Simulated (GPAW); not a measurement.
# MnGe7 (Ge16x211 Mn2 nn): which magnetic order is lowest

Aim: find out whether MnGe7 (Ge16x211 Mn2 nn) carries moments, and which collinear order costs least.

Main program and level: GPAW 26.7.0; PBE; plane waves with GPAW's PAW setups, scalar-relativistic.

### 1. The structure

The structure is monoclinic, space group C2/m (No. 12). Conventional cell: a = 8.002 Å, b = 8.002 Å, c = 11.316 Å, α = 90.00°, β = 90.00°, γ = 90.00°. Nearest to Mn lie 1 Mn at 2.45 Å and 3 Ge at 2.45 Å. Nearest to Ge lie 3 Ge at 2.45 Å and 1 Mn at 2.45 Å. Ge has 3 Ge at 2.45 Å and 1 Mn at 2.45 Å nearest. Nearest to Ge lie 4 Ge at 2.45 Å. Ge has 4 Ge at 2.45 Å nearest. substitutional dopants on the host's lattice, its constants typed without a cited source, atoms not relaxed. Farther neighbours are not listed.

The cell is a made-up one and need not be a known phase.

### 2. Order 1, typed as ferro ++

The parallel start comes first: it fits the smallest cell, keeps the most symmetry and shows whether parallel moments form.

Input file order1.py:

```python
import json
import numpy as np
from ase import Atoms
from ase.parallel import paropen, parprint
from gpaw import GPAW

atoms = Atoms(['Mn', 'Mn', 'Ge', 'Ge', 'Ge', 'Ge', 'Ge', 'Ge', 'Ge', 'Ge', 'Ge', 'Ge', 'Ge', 'Ge', 'Ge', 'Ge'],
    cell=[[11.316, 0.0, 0.0],
         [0.0, 5.658, 0.0],
         [0.0, 0.0, 5.658]],
    scaled_positions=[[0.0, 0.0, 0.0],
         [0.125, 0.25, 0.25],
         [0.0, 0.5, 0.5],
         [0.125, 0.75, 0.75],
         [0.25, 0.0, 0.5],
         [0.375, 0.25, 0.75],
         [0.25, 0.5, 0.0],
         [0.375, 0.75, 0.25],
         [0.5, 0.0, 0.0],
         [0.625, 0.25, 0.25],
         [0.5, 0.5, 0.5],
         [0.625, 0.75, 0.75],
         [0.75, 0.0, 0.5],
         [0.875, 0.25, 0.75],
         [0.75, 0.5, 0.0],
         [0.875, 0.75, 0.25]],
    pbc=True,
    magmoms=[4.5, 4.5, 0.0, 0.0, 0.0, 0.0, 0.0, 0.0, 0.0, 0.0, 0.0, 0.0, 0.0, 0.0, 0.0, 0.0])
atoms.calc = GPAW(mode={'name': 'pw', 'ecut': 450},
    xc='PBE',
    kpts={'size': (3, 5, 5), 'gamma': True},
    occupations={'name': 'fermi-dirac', 'width': 0.05},
    convergence={'density': 1e-05, 'energy': 1e-05},
    maxiter=200,
    mixer={'name': 'pulay', 'beta': 0.05, 'nmaxold': 6, 'weight': 50},
    symmetry={'tolerance': 1e-4},
    txt='order1.txt')
e = atoms.get_potential_energy(force_consistent=True)
res = {'free_energy': e, 'energy_sigma0': atoms.get_potential_energy(), 'fermi_energy': atoms.calc.get_fermi_level()}
res['moments'] = atoms.get_magnetic_moments().tolist()
res['total'] = atoms.get_magnetic_moment()
parprint('site moments (muB):', np.round(res['moments'], 3))
parprint(f"total moment: {res['total']:.3f} muB")
parprint(f'free energy: {e:.6f} eV')
atoms.calc.write('order1.gpw')
with paropen('results.json', 'w') as f:
    json.dump(res, f)
```

Run with:

```console
$ OMP_NUM_THREADS=1 mpirun -n 4 gpaw python order1.py > order1.log
```

Numbers of over 12 decimals in the logs are rounded to 6 here.

The program printed:

```text
site moments (muB): [ 3.016  3.016 -0.041 -0.041 -0.048  0.    -0.048  0.    -0.01  -0.01
 -0.005 -0.005  0.    -0.048  0.    -0.048]
total moment: 6.037 muB
free energy: -78.440905 eV

--- order1.txt ---
Input parameters:
  mode=PW(ecut=450),
  convergence={'density': 1e-05, 'energy': 1e-05},
  kpts=MonkhorstPack(size=(3, 5, 5), gamma=True),
  maxiter=200,
  mixer=Pulay(name='pulay', nmaxold=6, beta=0.05, weight=50, sigma=0.015, g_ss=None),
  occupations=Occupations(name='fermi-dirac', width=0.05),
  symmetry=Symmetry(tolerance=0.0001),
  xc=XC(name='PBE')

Diagonalizing LCAO Hamiltonian
Converting LCAO to pw mode
    .---------------------------.
   /|                           |
  / |  Ge            Ge         |
 *  |                           |
 |  |       Ge            Ge    |
 | Ge            Ge             |
 |  |   Ge    Ge      Ge    Ge  |
 |  .---------------------------.
 | / Mn  Ge        Ge  Ge      /
 |/                           /
 Mn------------Ge------------*

Atoms  # Å, Bohr magnetons
|    | symbol |        x |        y |        z |    initial magnetic moments |
|----|--------|----------|----------|----------|-----------------------------|
|  0 |     Mn | 0.000000 | 0.000000 | 0.000000 | ( 0.0000,  0.0000,  4.5000) |
|  1 |     Mn | 1.414500 | 1.414500 | 1.414500 | ( 0.0000,  0.0000,  4.5000) |
|  2 |     Ge | 0.000000 | 2.829000 | 2.829000 | ( 0.0000,  0.0000,  0.0000) |
|  3 |     Ge | 1.414500 | 4.243500 | 4.243500 | ( 0.0000,  0.0000,  0.0000) |
|  4 |     Ge | 2.829000 | 0.000000 | 2.829000 | ( 0.0000,  0.0000,  0.0000) |
|  5 |     Ge | 4.243500 | 1.414500 | 4.243500 | ( 0.0000,  0.0000,  0.0000) |
|  6 |     Ge | 2.829000 | 2.829000 | 0.000000 | ( 0.0000,  0.0000,  0.0000) |
|  7 |     Ge | 4.243500 | 4.243500 | 1.414500 | ( 0.0000,  0.0000,  0.0000) |
|  8 |     Ge | 5.658000 | 0.000000 | 0.000000 | ( 0.0000,  0.0000,  0.0000) |
|  9 |     Ge | 7.072500 | 1.414500 | 1.414500 | ( 0.0000,  0.0000,  0.0000) |
| 10 |     Ge | 5.658000 | 2.829000 | 2.829000 | ( 0.0000,  0.0000,  0.0000) |
| 11 |     Ge | 7.072500 | 4.243500 | 4.243500 | ( 0.0000,  0.0000,  0.0000) |
| 12 |     Ge | 8.487000 | 0.000000 | 2.829000 | ( 0.0000,  0.0000,  0.0000) |
| 13 |     Ge | 9.901500 | 1.414500 | 4.243500 | ( 0.0000,  0.0000,  0.0000) |
| 14 |     Ge | 8.487000 | 2.829000 | 0.000000 | ( 0.0000,  0.0000,  0.0000) |
| 15 |     Ge | 9.901500 | 4.243500 | 1.414500 | ( 0.0000,  0.0000,  0.0000) |

Unit cell  # Å
| periodic |         x |        y |        z |   lengths |    angles |
|----------|-----------|----------|----------|-----------|-----------|
|      yes | 11.316000 | 0.000000 | 0.000000 | 11.316000 | 90.000000 |
|      yes |  0.000000 | 5.658000 | 0.000000 |  5.658000 | 90.000000 |
|      yes |  0.000000 | 0.000000 | 5.658000 |  5.658000 | 90.000000 |

Number of symmetries: 2

BZ-sampling:
  Number of BZ points: 75
  Number of IBZ points: 24

  Monkhorst-Pack size: [3, 5, 5]
  Monkhorst-Pack shift: [0, 0, 0]

K-points  # in reciprocal-cell coordinates
|     |                                coordinates |     weight |
|-----|--------------------------------------------|------------|
|   0 | (  0.00000000,   0.00000000,   0.00000000) | 0.01333333 |
|   1 | (  0.00000000,   0.20000000,  -0.20000000) | 0.02666667 |
|   2 | (  0.00000000,   0.20000000,   0.00000000) | 0.05333333 |
|   3 | (  0.00000000,   0.20000000,   0.20000000) | 0.02666667 |
|   4 | (  0.00000000,   0.40000000,  -0.40000000) | 0.02666667 |
|   5 | (  0.00000000,   0.40000000,  -0.20000000) | 0.05333333 |
|   6 | (  0.00000000,   0.40000000,   0.00000000) | 0.05333333 |
|   7 | (  0.00000000,   0.40000000,   0.20000000) | 0.05333333 |
|   8 | (  0.00000000,   0.40000000,   0.40000000) | 0.02666667 |
|   9 | (  0.33333333,  -0.40000000,  -0.40000000) | 0.02666667 |
| ... |                                            |            |
|  23 | (  0.33333333,   0.40000000,   0.40000000) | 0.02666667 |

Plane wave coefficients: 7882
Cutoff: 450.000000 eV

Spin-components: 2 (collinear spins)
Bands:           61
Projectors:      82
Spin-degeneracy: 1
Datatype:        complex128

Parallelization:
  kpt:    4
  domain: 1
  band:   1

Density:
  Valence electrons: 86.0
  Components: 2
  Grid points: [56 28 28]
  Charge: 0.0  # |e|

Potential:
  Grid points: [56 28 28]

species:
  Mn:
    name:    Manganese
    Z:       25.0
    valence: 15
    core:    10
    charge:  0.0  # [|e|]
    compensation charges:
      type: gauss
      rc: 0.38  # [Å]
      lmax: 2
    cutoffs:
      filter: 2.14  # [Å]
      core: 0.86  # [Å]
    projectors
    | kind |    occ | energy [eV] | rcut [Å] |
    |------|--------|-------------|----------|
    |   3s |  2.000 |     -85.859 |    1.275 |
    |   4s |  2.000 |      -5.106 |    1.275 |
    |   3p |  6.000 |     -54.597 |    1.281 |
    |   4p |  0.000 |      -1.371 |    1.281 |
    |   3d |  5.000 |      -6.771 |    1.138 |
    |    d |        |      20.441 |    1.138 |

    Using partial waves for Mn as LCAO basis

  Ge:
    name:    Germanium
    Z:       32.0
    valence: 4
    core:    28
    charge:  0.0  # [|e|]
    compensation charges:
      type: gauss
      rc: 0.32  # [Å]
      lmax: 2
    cutoffs:
      filter: 1.77  # [Å]
      core: 3.42  # [Å]
    projectors
    | kind |    occ | energy [eV] | rcut [Å] |
    |------|--------|-------------|----------|
    |   4s |  2.000 |     -11.726 |    1.005 |
    |   4p |  2.000 |      -3.896 |    1.005 |
    |    s |        |      15.485 |    1.005 |
    |    p |        |      23.315 |    1.005 |
    |    d |        |       0.000 |    1.005 |

    Using partial waves for Ge as LCAO basis

Reference energy: -862395.106081  # eV

eigensolver:
  PPCG
  Converge bands: occupied
  niter=2

density mixing:
  Pulay-Mixer
  Linear mixing parameters: 0.05
  Old densities: 6
  Fourier metric: weight=50, sigma=0.015

occupation numbers:
  Fermi-Dirac:
    width: 0.0500  # eV

poisson solver:
  ecut: 3600.000000  # eV

xc functional:
  name: PBE with 2 nearest neighbor stencil

convergence criteria:
- Maximum integral of absolute [dens]ity change: 1e-05 electrons / valence electron
- Maximum [total energy] change in last 3 cyles: 1e-05 eV / valence electron
- Maximum integral of absolute [eigenst]ate change: 4e-08 eV^2 / valence electron
maximum number of iterations: 200

SCF iterations
|iter     |      energy | eigst |  dens |  magmom |
|---------|-------------|-------|-------|---------|
|iter:   1|       0s |  -79.238345 | +0.14 |       |  +9.0194|
|iter:   2|      21s |  -78.158957 | -1.25 | -0.84 |  +8.8540|
|iter:   3|      44s |  -78.137023 | -2.45 | -0.96 |  +8.7525|
|iter:   4|      64s |  -78.193049 | -1.67 | -0.99 |  +8.0272|
|iter:   5|      83s |  -78.256102 | -2.39 | -1.21 |  +7.5483|
|iter:   6|     104s |  -78.356895 | -2.45 | -1.41 |  +7.0463|
|iter:   7|     126s |  -78.373359 | -2.55 | -1.72 |  +6.7108|
|iter:   8|     144s |  -78.393836 | -3.15 | -1.99 |  +6.5129|
|iter:   9|     163s |  -78.416303 | -3.04 | -2.06 |  +6.2365|
|iter:  10|     182s |  -78.410074 | -3.43 | -2.34 |  +6.3485|
[... 14 iterations left out ...]
|iter:  25|     494s |  -78.427122c| -7.48c| -3.96 |  +6.0357|
|iter:  26|     516s |  -78.427121c| -7.56c| -4.04 |  +6.0364|
|iter:  27|     538s |  -78.427120c| -7.36 | -4.20 |  +6.0371|
|iter:  28|     550s |  -78.427120c| -7.74c| -4.53 |  +6.0373|
|iter:  29|     562s |  -78.427119c| -7.68c| -4.64 |  +6.0373|
|iter:  30|     575s |  -78.427118c| -8.27c| -4.74 |  +6.0374|
|iter:  31|     587s |  -78.427118c| -8.57c| -4.83 |  +6.0374|
|iter:  32|     600s |  -78.427118c| -8.88c| -4.87 |  +6.0374|
|iter:  33|     611s |  -78.427119c| -8.09c| -4.90 |  +6.0373|
|iter:  34|     622s |  -78.427119c| -8.37c| -5.10c|  +6.0373|

Converged in 34 steps
Energy contributions relative to reference atoms: (reference = -862395.106081)

Energy contributions:
  Kinetic:         191.608162
  Coulomb:        -169.891729
  Zero:              0.405388
  External:          0.000000
  Xc:             -100.535153
  Entropy:          -0.027573
  Spinorbit:         0.000000
  ----------------------------
  Free energy:     -78.440905
  Extrapolated:    -78.427119

dipole moment: (-62.256230, -68.005617, -68.005617)  # |e|*Ang

Total magnetic moment: (0.000000, 0.000000, 6.037328)

Local magnetic moments
|        x |        y |         z |
|----------|----------|-----------|
| 0.000000 | 0.000000 |  3.015800 |  # Mn   0
| 0.000000 | 0.000000 |  3.015800 |  # Mn   1
| 0.000000 | 0.000000 | -0.040782 |  # Ge   2
| 0.000000 | 0.000000 | -0.040782 |  # Ge   3
| 0.000000 | 0.000000 | -0.047622 |  # Ge   4
| 0.000000 | 0.000000 |  0.000137 |  # Ge   5
| 0.000000 | 0.000000 | -0.047622 |  # Ge   6
| 0.000000 | 0.000000 |  0.000137 |  # Ge   7
| 0.000000 | 0.000000 | -0.010158 |  # Ge   8
| 0.000000 | 0.000000 | -0.010158 |  # Ge   9
| 0.000000 | 0.000000 | -0.005216 |  # Ge  10
| 0.000000 | 0.000000 | -0.005216 |  # Ge  11
| 0.000000 | 0.000000 |  0.000137 |  # Ge  12
| 0.000000 | 0.000000 | -0.047622 |  # Ge  13
| 0.000000 | 0.000000 |  0.000137 |  # Ge  14
| 0.000000 | 0.000000 | -0.047622 |  # Ge  15

Fermi level: 5.173
Eigenvalues  # (at kpt = [0.000, 0.000, 0.000])
| band index |      eig [eV] | occ [0-1] |      eig [eV] | occ [0-1] |
|------------|---------------|-----------|---------------|-----------|
|          0 |       -75.154 |     1.000 |       -71.820 |     1.000 |
|        ... |               |           |               |           |
|         35 |         3.018 |     1.000 |         4.415 |     1.000 |
|         36 |         3.138 |     1.000 |         4.765 |     1.000 |
|         37 |         3.549 |     1.000 |         4.812 |     0.999 |
|         38 |         3.591 |     1.000 |         4.972 |     0.983 |
|         39 |         3.696 |     1.000 |         4.973 |     0.982 |
|         40 |         3.713 |     1.000 |         5.455 |     0.004 |
|         41 |         4.130 |     1.000 |         5.672 |     0.000 |
|         42 |         4.471 |     1.000 |         6.129 |     0.000 |
|         43 |         4.496 |     1.000 |         6.206 |     0.000 |
|         44 |         4.599 |     1.000 |         6.256 |     0.000 |
|         45 |         4.852 |     0.998 |         6.304 |     0.000 |
|         46 |         5.363 |     0.022 |         6.605 |     0.000 |
|         47 |         6.410 |     0.000 |         6.670 |     0.000 |
|         48 |         6.581 |     0.000 |         6.748 |     0.000 |
|         49 |         6.676 |     0.000 |         6.890 |     0.000 |
|         50 |         6.990 |     0.000 |         7.483 |     0.000 |
|        ... |               |           |               |           |
|         60 |         8.902 |     0.000 |         8.952 |     0.000 |

No gap
No difference between direct/indirect transitions
```

It took 11 min on 4 MPI ranks of Intel Xeon at 2.50GHz (Skylake/Cascade Lake), shared host; peak memory 1.5 GiB; 44 min of CPU time.

Spin moment in the augmentation sphere by atom:

| atom | spin moment in the augmentation sphere (μB) |
| --- | --- |
| Mn1 | 3.02 |
| Mn2 | 3.02 |
| Ge3 | -0.04 |
| Ge4 | -0.04 |
| Ge5 | -0.05 |
| Ge6 | 0.00 |
| Ge7 | -0.05 |
| Ge8 | 0.00 |
| Ge9 | -0.01 |
| Ge10 | -0.01 |
| Ge11 | -0.01 |
| Ge12 | -0.01 |
| Ge13 | 0.00 |
| Ge14 | -0.05 |
| Ge15 | 0.00 |
| Ge16 | -0.05 |

Read from the output:

```yaml
magnetization: 6.037 μB
final_state: ferromagnetic
```

After 34 cycles the largest moment stands at 3.02 μB.

(Continued in part 2 of 2.)

[Logs and program files are shortened in this print: banners, set-up blocks, solver, clock and traceback lines can be left out without a mark of their own.]

[Logs are printed without paths, hosts, clocks, repeated set-up lines and the standing remarks that a program may print on its own settings, such as how far it seeks lower states.]

[Hosts, paths, dates, database ids (printed as entryN), source tags and the programs' standing remarks are cut or masked in the printed files.]

[Where a cell is said to come from a database of computed structures, the database is the Materials Project.]
